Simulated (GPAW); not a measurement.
```json
{"subject": "A GW chain in GPAW: RbCaH3 (Pm-3m)", "lattice_ang": [[4.547, 0.0, 0.0], [0.0, 4.547, 0.0], [0.0, 0.0, 4.547]], "atoms": [["Rb", 0.0, 0.0, 0.0], ["Ca", 0.5, 0.5, 0.5], ["H", 0.0, 0.5, 0.5], ["H", 0.5, 0.0, 0.5], ["H", 0.5, 0.5, 0.0]], "method": "DFT, LDA, plane waves, PAW (and 1 further level or step)", "program": "GPAW 26.7.0", "settings_of_one_run": "cutoff 600 eV, GPAW PAW setups 1.2.1 data release, 4×4×4 k-mesh, nbands 121", "cost": "3 runs, 99 s in all on 4 MPI ranks of Arm Neoverse V1, shared host (the runs of this entry)", "notes": "The cell and positions come from the Crystallography Open Database and are kept as given unless a step says otherwise. Limits: no spin-orbit coupling. Bands and cutoff are finite, so the gap is not at the basis limit. The miss can reach some tenths of an eV and take either sign; the mesh is an error of its own.", "results": {"lda_gap": "2.95 eV, direct", "g0w0_gap_on_the_mesh": "5.63 eV", "gw_settings": "4×4×4 mesh, 111 bands, screening to 65 eV, Godby-Needs plasmon pole", "known_limits": "not at the basis limit; no spin-orbit coupling"}}
```

[Paths, hosts, dates, memory and timing lines, banners, echoed tables and standing remarks are left out of the program output.]

[Logs are printed without paths, hosts, clocks, repeated set-up lines and the standing remarks that a program may print on its own settings, such as how far it seeks lower states.]

[Runs of the session that timed out or met a known fault of the program may be left out.]

[Hosts, paths, dates, database ids (printed as entryN), source tags and the programs' standing remarks are cut or masked in the printed files.]
